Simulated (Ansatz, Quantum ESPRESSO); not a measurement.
# Work-function anisotropy of Ca, part 4 of 6

Which face of Ca holds its electrons most tightly, and does packing explain the order?

Quantum ESPRESSO 7.5; plane-wave DFT, PBE, GBRV ultrasoft pseudopotentials; geometry and cross-check by Ansatz 0.2.0 with PAW datasets.

So far. Step 7 (Geometry from Ansatz of (100)): The relaxation lowers the energy by 4 meV an atom. Held were the atoms numbered 3; the forces quoted are those on the free ones. Step 11 (Potential by pp.x of (100)): On (100) the work function under PBEsol lies +0.04 eV from PBE's.

## 12. Relaxation with Ansatz of (110)

Level of this step: plane-wave DFT, PBE, Ansatz PAW (Ansatz 0.2.0).

System of this step: Ca(110), 7 layers. The cell holds 7 atoms: 7 Ca. Cell: a = 5.580 Å, b = 3.946 Å, c = 27.837 Å, α = 90.0°, β = 90.0°, γ = 90.0°. It derives from Ca. Vacuum lies along c.

File input.yaml:

```yaml
crystal:
  lattice:
    - [5.58, 0.0, 0.0]
    - [0.0, 3.945655839, 0.0]
    - [0.0, 0.0, 27.8369675171]
  atoms:
    - { symbol: Ca, position: [0.0, 0.0, 0.2873876256] }
    - { symbol: Ca, position: [0.5, 0.5, 0.3582584171] }
    - { symbol: Ca, position: [0.0, 0.0, 0.4291292085] }
    - { symbol: Ca, position: [0.5, 0.5, 0.5] }
    - { symbol: Ca, position: [0.0, 0.0, 0.5708707915] }
    - { symbol: Ca, position: [0.5, 0.5, 0.6417415829] }
    - { symbol: Ca, position: [0.0, 0.0, 0.7126123744] }
kpoints:
  mp_grid: { grid: [6, 8, 1] }
hamiltonian:
  xc: pbe
scf:
  occupations: { method: fermi_dirac, width: 0.1 }
  convergence: { dr2_threshold: 1.0e-08 }
efield:
  axis: 3
  dipole_correction: true
  ramp_position: 0.97
  ramp_width: 0.04
relax:
  f_tol: 0.01
  constraints: [{ sites: [2, 3, 4] }]
output:
  write_potential: true
  write_density: true
  volumetric_format: npy
```

The run is started by

```sh
ansatz run input.yaml --threads 4 --pin off --max-ram 8192MiB --backend cpu --events-out ev --progress --plain --runs-dir out
```

Numbers of over 12 decimals in the logs are rounded to 6 here.

The program printed:

```text
[...]
Crystal: 7 atoms, lattice volume = 612.880 Å³
Basis set: ecut = 420 eV, 12027 PW (Γ), exchange–correlation on 80×54×384 points (8 copies of the dense FFT grid, shifted against one another)
Bands: 42, of which v1, the nominal top of the filled ones, is band 35 counted from 1 (34 counted from 0)
Symmetry: 4 space group operations
k-points: 20 of 48
[...]
SCF iter   1: F=—  HF=-12716.733183 eV  |F-HF|=—  |Δ(HF+E_count)|=         —  Δρ=2.05e-3  dr2=1.37e0  ethr=1.77e-3  p=0.001 e·Å  D=3.46e-4 V/Å  ΔV_dip=-0.01 eV  dr2_dipole=5.95e-4  V_vac-E_F(+/−)=2.47/2.48 eV  ⟨swp⟩=15.8  Hψ=11349  notcnv=0
[...]
SCF iter   9: F=-12716.686345 eV  HF=-12716.686345 eV  |F-HF|=1.76e-9  |Δ(HF+E_count)|=   7.65e-9  Δρ=3.86e-7  dr2=3.17e-9  ethr=1.43e-11  p=0.000 e·Å  D=6.27e-6 V/Å  ΔV_dip=-0.00 eV  dr2_dipole=1.38e-12  V_vac-E_F(+/−)=2.80/2.80 eV  ⟨swp⟩=9.8  Hψ=5957  notcnv=0
SCF 1 converged in 9 iterations: F = -12716.686345 eV  dr2 = 3.17e-9
[...]
relax step   1: F+E_penalty+E_count = -12716.68634478 eV  Δ(F+E_penalty+E_count) = +0.000e0 eV  max|allowed force component| = 1.264e-1 eV/Å  Δτ_max = 0.0000 Å  (9 SCF iters, accepted)
Bands: 49, of which v1, the nominal top of the filled ones, is band 35 counted from 1 (34 counted from 0)
[...]
SCF iter   8: F=-12716.701190 eV  HF=-12716.701190 eV  |F-HF|=3.43e-9  |Δ(HF+E_count)|=   1.20e-8  Δρ=5.43e-7  dr2=2.95e-9  ethr=1.43e-11  p=0.000 e·Å  D=5.68e-6 V/Å  ΔV_dip=-0.00 eV  dr2_dipole=8.51e-13  V_vac-E_F(+/−)=2.80/2.80 eV  ⟨swp⟩=10.2  Hψ=6023  notcnv=0
SCF 2 converged in 8 iterations: F = -12716.701190 eV  dr2 = 2.95e-9
relax step   2: F+E_penalty+E_count = -12716.70119017 eV  Δ(F+E_penalty+E_count) = -1.485e-2 eV  max|allowed force component| = 7.883e-2 eV/Å  Δτ_max = 0.0694 Å  (8 SCF iters, accepted)
SCF iter   1: F=—  HF=-12716.709001 eV  |F-HF|=—  |Δ(HF+E_count)|=         —  Δρ=1.21e-3  dr2=1.34e-1  ethr=1.40e-3  p=0.000 e·Å  D=5.69e-6 V/Å  ΔV_dip=-0.00 eV  dr2_dipole=7.97e-9  V_vac-E_F(+/−)=2.83/2.83 eV  ⟨swp⟩=6.2  Hψ=2793  notcnv=0
[...]
SCF iter   9: F=-12716.708337 eV  HF=-12716.708337 eV  |F-HF|=2.91e-11  |Δ(HF+E_count)|=   1.91e-9  Δρ=5.10e-7  dr2=2.55e-9  ethr=1.43e-11  p=0.000 e·Å  D=4.88e-6 V/Å  ΔV_dip=-0.00 eV  dr2_dipole=2.09e-13  V_vac-E_F(+/−)=2.81/2.81 eV  ⟨swp⟩=9.2  Hψ=5812  notcnv=0
SCF 3 converged in 9 iterations: F = -12716.708337 eV  dr2 = 2.55e-9
relax step   3: F+E_penalty+E_count = -12716.70833658 eV  Δ(F+E_penalty+E_count) = -7.146e-3 eV  max|allowed force component| = 1.386e-2 eV/Å  Δτ_max = 0.1043 Å  (9 SCF iters, accepted)
SCF iter   1: F=—  HF=-12716.708386 eV  |F-HF|=—  |Δ(HF+E_count)|=         —  Δρ=1.86e-4  dr2=1.54e-3  ethr=4.02e-5  p=0.000 e·Å  D=4.88e-6 V/Å  ΔV_dip=-0.00 eV  dr2_dipole=1.18e-11  V_vac-E_F(+/−)=2.80/2.80 eV  ⟨swp⟩=3.0  Hψ=2029  notcnv=0
[...]
SCF iter   7: F=-12716.708530 eV  HF=-12716.708530 eV  |F-HF|=3.89e-9  |Δ(HF+E_count)|=   3.16e-9  Δρ=3.02e-7  dr2=1.08e-9  ethr=1.43e-11  p=0.000 e·Å  D=4.97e-6 V/Å  ΔV_dip=-0.00 eV  dr2_dipole=6.16e-14  V_vac-E_F(+/−)=2.81/2.81 eV  ⟨swp⟩=9.7  Hψ=5747  notcnv=0
SCF 4 converged in 7 iterations: F = -12716.708530 eV  dr2 = 1.08e-9
relax step   4: F+E_penalty+E_count = -12716.70853048 eV  Δ(F+E_penalty+E_count) = -1.939e-4 eV  max|allowed force component| = 9.774e-4 eV/Å  Δτ_max = 0.0152 Å  (7 SCF iters, accepted)
[...]
SCF converged after 7 iterations
Free energy (F): -12716.708530 eV
[...]
Internal energy: -12716.405341 eV  (E = F + TS)
E sigma→0 (E₀):  -12716.556936 eV
Entropy (-TS):   -0.303190 eV (-43.313 meV/atom)
Fermi energy:    1.030213 eV
Dipole field:    D = 0.000005 V/Å  (p = 0.000016 e·Å, saw-weighted, corrected)
Work function:   Φ+ = 2.8070 eV   Φ− = 2.8072 eV
[...]
--- Forces (eV/Å), atoms counted from 1 ---
  atom   1  Ca     0.00000000     0.00000000     0.00097736
  atom   2  Ca     0.00000000     0.00000000    -0.00001957
  atom   3  Ca     0.00000000     0.00000000     0.02991979
  atom   4  Ca     0.00000000     0.00000000    -0.00000020
  atom   5  Ca     0.00000000     0.00000000    -0.02991999
  atom   6  Ca     0.00000000     0.00000000     0.00001992
  atom   7  Ca     0.00000000     0.00000000    -0.00097720
  max |Σ_I F_I| component: 1.13e-7 eV/Å
--- Band table (eV; the first three rows and the last of 20) ---
  k-point 0: bands = [... 31 lower, -0.6287, 0.3195, 0.6984, 1.0180, 1.1299, 1.4723, 1.6862, 1.7394, ... 10 higher]
  k-point 1: bands = [... 31 lower, -0.4820, 0.4447, 0.8243, 1.0800, 1.2574, 1.5107, 1.7003, 1.7238, ... 10 higher]
  k-point 2: bands = [... 31 lower, -0.0807, 0.7454, 1.0886, 1.1764, 1.4878, 1.4942, 1.6254, 1.6741, ... 10 higher]
  k-point 19: bands = [... 31 lower, 0.7049, 0.8074, 0.8437, 0.8577, 0.9570, 1.0668, 1.2410, 1.3391, ... 10 higher]
--- Relaxed structure (4 steps of the walk, 4 accepted, 0 SCFs on fresh bases) ---
  F+E_penalty+E_count = -12716.70853048 eV   max|allowed force component| = 9.774e-4 eV/Å
  atoms:
    - { symbol: Ca, position: [0.0, 0.0, 0.293082] }
    - { symbol: Ca, position: [0.5, 0.5, 0.360816] }
    - { symbol: Ca, position: [0.0, 0.0, 0.4291292085] }
    - { symbol: Ca, position: [0.5, 0.5, 0.5] }
    - { symbol: Ca, position: [0.0, 0.0, 0.5708707915] }
    - { symbol: Ca, position: [0.5, 0.5, 0.639184] }
    - { symbol: Ca, position: [0.0, 0.0, 0.706918] }
```

Run time: 45 s. Hardware: 4 threads of Arm Neoverse V2, shared host; peak memory 1.1 GiB; 2.9 min of CPU time.

Relaxation path:

```
step  energy less that of the first step (eV)  largest force component (eV/Å)
   1                                   0.0000                          0.1264
   2                                  -0.0148                          0.0788
   3                                  -0.0220                          0.0139
   4                                  -0.0222                          0.0010
```

Forces are held to the 4 operations that the run works with; a distortion that breaks them can't arise in this run.

The atoms that moved most (Å):

```
atom     dx     dy      dz  length
 Ca7  0.000  0.000  -0.159   0.159
 Ca1  0.000  0.000   0.159   0.159
 Ca6  0.000  0.000  -0.071   0.071
 Ca2  0.000  0.000   0.071   0.071
```

Final coordinates:

```cif
data_structure
_symmetry_space_group_name_H-M 'P 1'
_symmetry_Int_Tables_number 1
_cell_length_a 5.5800
_cell_length_b 3.9457
_cell_length_c 27.8370
_cell_angle_alpha 90.000
_cell_angle_beta 90.000
_cell_angle_gamma 90.000
_cell_volume 612.88
loop_
_atom_site_label
_atom_site_type_symbol
_atom_site_fract_x
_atom_site_fract_y
_atom_site_fract_z
_atom_site_occupancy
Ca1 Ca 0.00000 0.00000 0.29308 1
Ca2 Ca 0.50000 0.50000 0.36082 1
Ca3 Ca 0.00000 0.00000 0.42913 1
Ca4 Ca 0.50000 0.50000 0.50000 1
Ca5 Ca 0.00000 0.00000 0.57087 1
Ca6 Ca 0.50000 0.50000 0.63918 1
Ca7 Ca 0.00000 0.00000 0.70692 1
```

The relaxation lowers the energy by 3 meV an atom. Held were the atoms numbered 3, 4 and 5; the forces quoted are those on the free ones.

Numbers from this step:

```
free energy                     : -12716.7085 eV
energy at zero smearing         : -12716.5569 eV
smearing term TS                : 0.3032 eV
Fermi energy                    : 1.030 eV
symmetry operations             : 4
work function of the upper face : 2.807 eV
work function of the lower face : 2.807 eV
dipole along the normal         : 1.62e-5 e·Å
```

[end of part 4 of 6]

[Logs are printed without paths, hosts, clocks, repeated set-up lines and the standing remarks that a program may print on its own settings, such as how far it seeks lower states.]

[Hosts, paths, dates, database ids (printed as entryN), source tags and the programs' standing remarks are cut or masked in the printed files.]

[Maps of the electrostatic potential energy from Ansatz leave out the sawtooth potential of an applied field or a dipole correction, so their vacuum need not be flat; planar profiles and work functions include it.]
